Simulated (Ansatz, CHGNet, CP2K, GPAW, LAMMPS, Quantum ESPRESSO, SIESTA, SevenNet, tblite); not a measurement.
# Running liquid Si0.5Ge0.5 at 2500 K (104 atoms) with CP2K, part 3 of 3

Aim: run liquid Si0.5Ge0.5 at 2500 K (104 atoms) in CP2K and see how near its forces come to a plane-wave reference, and at what cost.

Program: CP2K 2026.2; the method stands at each step. Banners, paths, timers and routine set-up lines are dropped from the logs unmarked, and long logs keep their key lines alone; longer cuts are marked.

So far. Step 5 (PBE+rVV10L, DZVP-MOLOPT-SR, 350/50 Ry, diagonalisation): Against the first run (4.1 %), the force difference from the reference is 5.0 %, at 2.1 times the CPU time; the model has changed, so this is no error of the program alone.

## Step 7: RPBE, PBE potentials, DZVP-MOLOPT-SR, 350/50 Ry, diagonalisation

Method: Kohn-Sham DFT, RPBE, GTH-PBE pseudopotentials, Gaussian and plane waves, DZVP-MOLOPT-SR-GTH, diagonalisation.

The input, input.inp:

```
&GLOBAL
  PROJECT cell
  RUN_TYPE ENERGY_FORCE
  PRINT_LEVEL LOW
&END GLOBAL
&FORCE_EVAL
  METHOD QS
  STRESS_TENSOR ANALYTICAL
  &DFT
    BASIS_SET_FILE_NAME BASIS_MOLOPT
    POTENTIAL_FILE_NAME GTH_POTENTIALS
    &MGRID
      CUTOFF 350
      REL_CUTOFF 50
    &END MGRID
    &QS
      EPS_DEFAULT 1.0E-12
    &END QS
    &SCF
      SCF_GUESS ATOMIC
      EPS_SCF 1.0E-06
      MAX_SCF 200
      ADDED_MOS 46
      &DIAGONALIZATION
        ALGORITHM STANDARD
      &END DIAGONALIZATION
      &SMEAR ON
        METHOD FERMI_DIRAC
        ELECTRONIC_TEMPERATURE [K] 580
      &END SMEAR
      &MIXING
        METHOD BROYDEN_MIXING
        ALPHA 0.15
        NBROYDEN 8
      &END MIXING
      &PRINT
        &RESTART OFF
        &END RESTART
      &END PRINT
    &END SCF
    &XC
      &XC_FUNCTIONAL
        &GGA_X_RPBE
        &END GGA_X_RPBE
        &GGA_C_PBE
        &END GGA_C_PBE
      &END XC_FUNCTIONAL
    &END XC
    &PRINT
      &MULLIKEN ON
      &END MULLIKEN
      &LOWDIN ON
      &END LOWDIN
      &MO ON
        EIGENVALUES T
        OCCUPATION_NUMBERS T
        MO_INDEX_RANGE 197 220
        &EACH
          QS_SCF 0
        &END EACH
        ADD_LAST NUMERIC
      &END MO
    &END PRINT
  &END DFT
  &SUBSYS
    &CELL
      A 13.17580 0.00000 0.00000
      B 0.00000 13.17580 0.00000
      C 0.00000 0.00000 13.17580
    &END CELL
    &COORD
[... 104 atom lines left out: the same atoms as in the first run ...]
    &END COORD
    &KIND Si
      BASIS_SET DZVP-MOLOPT-SR-GTH-q4
      POTENTIAL GTH-PBE-q4
    &END KIND
    &KIND Ge
      BASIS_SET DZVP-MOLOPT-SR-GTH-q4
      POTENTIAL GTH-PBE-q4
    &END KIND
  &END SUBSYS
  &PRINT
    &FORCES ON
    &END FORCES
    &STRESS_TENSOR ON
    &END STRESS_TENSOR
  &END PRINT
&END FORCE_EVAL
```

Run with:

```sh
> OMP_NUM_THREADS=2 cp2k.psmp -i input.inp > output.txt
```

Numbers of over 12 decimals in the logs are rounded to 6 here.

Log:

```text
CP2K| version string:                                       CP2K version 2026.2
 CP2K| Input file name                                                 input.inp
 GLOBAL| Basis set file name                                        BASIS_MOLOPT
 GLOBAL| Potential file name                                      GTH_POTENTIALS
 GLOBAL| Run type                                                   ENERGY_FORCE
 GLOBAL| Total number of message passing processes                             1
 GLOBAL| Number of threads for this process                                    2
 TOTAL NUMBERS AND MAXIMUM NUMBERS
  Total number of            - Atomic kinds:                                   2
                             - Atoms:                                        104
[... lines left out ...]
                        Smear method:                                FERMI_DIRAC
[... lines left out ...]
 Number of electrons:                                                        416
[... lines left out ...]
  Step     Update method      Time    Convergence         Total energy    Change
[... lines left out ...]
  *** SCF run converged in    19 steps ***
[... lines left out ...]
  Fermi energy:                                                 0.169997
  Total energy:                                              -407.119595
  Total energy (extrapolated to T->0):                       -407.113377
[... lines left out ...]
 MO| E(Fermi):            0.169997 a.u.          4.625856 eV
[... lines left out ...]
       1     Si       1          4.356836                             -0.356836
       2     Si       1          4.143456                             -0.143456
       3     Si       1          4.117095                             -0.117095
[...]
# Total charge                            416.000000                  0.000000
 !-----------------------------------------------------------------------------!
 LOWDIN POPULATION ANALYSIS
 #  Atom  Element  Kind  Atomic population                           Net charge
[...]
103     Ge       2          3.762803                              0.237197
     104     Ge       2          3.866845                              0.133155
 # Total charge                            416.000000                  0.000000
 ENERGY| Total FORCE_EVAL ( QS ) energy [hartree]           -407.119581
 FORCES| Atomic forces [hartree/bohr]
 FORCES|   Atom     x               y               z               |f|
 FORCES|      1  7.05117699E-03 -3.65024500E-02 -2.28930599E-02   4.36605101E-02
 FORCES|      2 -2.75007191E-02  1.90324390E-02  1.57520836E-02   3.69682488E-02
 FORCES|      3  4.12042822E-03 -2.01481558E-02 -5.70316631E-03   2.13413265E-02
[...]
FORCES|    103 -1.89862034E-02 -4.44377416E-02  8.81489136E-03   4.91211880E-02
 FORCES|    104  8.47510292E-03 -1.19515163E-02  3.59600440E-02   3.88302829E-02
 FORCES| Sum     1.93656217E-05  1.99235160E-06  1.41491625E-05
 FORCES| Total atomic force                                       2.40664823E-05
 STRESS| Analytical stress tensor [bar]
 STRESS|                        x                   y                   z
 STRESS|      x        2.10772948531E+04  -2.39170202858E+02  -1.21077175181E+03
 STRESS|      y       -2.39170202858E+02   2.24056004244E+04  -1.12018626092E+04
 STRESS|      z       -1.21077175181E+03  -1.12018626092E+04   2.16242771184E+04
 STRESS| 1/3 Trace                                             2.17023907986E+04
```

Wall time 2.2 min (2 threads of Arm Neoverse V2, shared host); peak memory 2.5 GiB; 3.8 min of CPU time.

Compared with the plane-wave run:

* r.m.s. force component: 0.9888 eV/Å
* r.m.s. difference of force components: 41.07 meV/Å
* longest difference of force vectors: 123.1 meV/Å
* force difference over r.m.s. force: 4.173 %
* slope of forces against the reference's: 1.004
* correlation of force components: 0.9991
* pressure: 2.17 GPa
* pressure difference: 0.9333 GPa

Against the first run (4.1 %), the force difference from the reference is 4.2 %, at 1.0 times the CPU time; the model has changed, so this is no error of the program alone.

## Step 8: Side by side

Differences are against the plane-wave reference, forces as r.m.s. over components; share is that over the reference's r.m.s. force, slope the least-squares factor from reference forces to these. Total energies of different programs have different zeros and aren't compared.

```tsv
run	Δ force, r.m.s. (meV/Å)	share (%)	slope	Δ pressure (GPa)	cores	CPU time	memory (GiB)
reference	-	-	-	-	8	3.8 min	3.5
CP2K PBE, DZVP-MOLOPT-SR, 350/50 Ry, diagonalisation	40.5	4.12	1.010	0.530	2	3.7 min	2.5
CP2K PBE, SZV-MOLOPT-SR, 350/50 Ry, diagonalisation (coarse)	604	61.3	1.282	5.00	1	2.2 min	2.3
CP2K PBE, DZVP-MOLOPT-SR, 350/20 Ry, diagonalisation (coarse)	40.9	4.15	1.010	0.558	2	2.5 min	2.5
CP2K PBE+rVV10L, DZVP-MOLOPT-SR, 350/50 Ry, diagonalisation	48.9	4.97	1.017	0.208	2	7.5 min	4.8
CP2K PBE, DZVP-MOLOPT-SR, 489/50 Ry, diagonalisation	40.5	4.12	1.010	0.530	4	5.2 min	5.9
CP2K RPBE, PBE potentials, DZVP-MOLOPT-SR, 350/50 Ry, diagonalisation	41.1	4.17	1.004	0.933	2	3.8 min	2.5
```

Rows marked coarse were listed beforehand as settings not expected to be converged; some can still land near the reference.

CPU time is summed over cores on a shared host, where runs went side by side, so it is rough. Symmetry, cutoffs, thresholds, outputs and thread counts weren't matched or tuned between programs; memory under MPI is the largest rank's times the ranks.

Mean charges by element (e), by run and scheme:

```tsv
run	scheme	Si	Ge
reference	Löwdin	+0.08	+0.01
CP2K PBE, DZVP-MOLOPT-SR, 350/50 Ry, diagonalisation	Mulliken	-0.17	+0.17
CP2K PBE+rVV10L, DZVP-MOLOPT-SR, 350/50 Ry, diagonalisation	Mulliken	-0.17	+0.17
CP2K PBE, DZVP-MOLOPT-SR, 489/50 Ry, diagonalisation	Mulliken	-0.17	+0.17
CP2K RPBE, PBE potentials, DZVP-MOLOPT-SR, 350/50 Ry, diagonalisation	Mulliken	-0.17	+0.17
```

The reference's Löwdin charges lack the electrons that the projection spills, 0.043 e an atom on average.

Within one program, basis, potentials and functional, energies share a zero. Each run against its twin at the usual cutoff or grid and solver:

```tsv
run	twin	Δ energy (meV/atom)	Δ force, r.m.s. (meV/Å)	CPU time over the twin's
CP2K PBE, DZVP-MOLOPT-SR, 350/20 Ry, diagonalisation	DZVP-MOLOPT-SR, 350/50 Ry, diagonalisation	-0.814	8.04	0.68
CP2K PBE, DZVP-MOLOPT-SR, 489/50 Ry, diagonalisation	DZVP-MOLOPT-SR, 350/50 Ry, diagonalisation	-4.0e-4	0.032	1.4 (this twin ran on 2 cores)
```

Further runs of this program without a result: CP2K GFN1-xTB, diagonalisation (not converged).

## Step 9: Results

* nearest in forces: a tie at 4.1 % of 2 runs: CP2K PBE, DZVP-MOLOPT-SR, 350/50 Ry, diagonalisation; CP2K PBE, DZVP-MOLOPT-SR, 489/50 Ry, diagonalisation

The PBE runs in local orbitals, coarse settings apart, differ by 4.1 % in each run; basis, grid and potentials can all enter. Rows with another functional or a dispersion term differ by 4.2 % (CP2K RPBE, PBE potentials, DZVP-MOLOPT-SR, 350/50 Ry, diagonalisation) to 5.0 % (CP2K PBE+rVV10L, DZVP-MOLOPT-SR, 350/50 Ry, diagonalisation), which mixes the change of model with differences of basis and potentials, some of them made for another functional. Runs with settings chosen to be coarse differ by 4.2 % (CP2K PBE, DZVP-MOLOPT-SR, 350/20 Ry, diagonalisation) to 61 % (CP2K PBE, SZV-MOLOPT-SR, 350/50 Ry, diagonalisation), their programs' other errors included. None of the electronic-structure runs in the table takes under half the reference's CPU time of 3.8 min; they take 0.58 to 2.0 times as much. In pressure, CP2K PBE, SZV-MOLOPT-SR, 350/50 Ry, diagonalisation misses by +5.0 GPa, at the same functional. Charges hang on scheme and program or settings: among these rows the mean for Si runs from -0.17 to +0.08 e, even in sign. The potentials hold different valence shells: 936 electrons in the reference, 416 in CP2K with SZV-MOLOPT-SR; this bears on time and differences. The frame stands for 2500 K, but pressures are static and levels are smeared at 580 K, under the temperature of the frame, which matters where levels are partly filled. The network of bonds at the start is that of the classical potential that made the cell, and needn't be the one that DFT or experiment would give. The electronic-structure runs sample only Γ, in a cell whose shortest periodic width is 13 Å, which is coarse for a cell with partly filled levels.

[Also dropped from logs without a mark: logging warnings of Python, and SIESTA's first energy breakdown and zero terms.]

[Logs are printed without paths, hosts, clocks, repeated set-up lines and the standing remarks that a program may print on its own settings, such as how far it seeks lower states.]

[Hosts, paths, dates, database ids (printed as entryN), source tags and the programs' standing remarks are cut or masked in the printed files.]
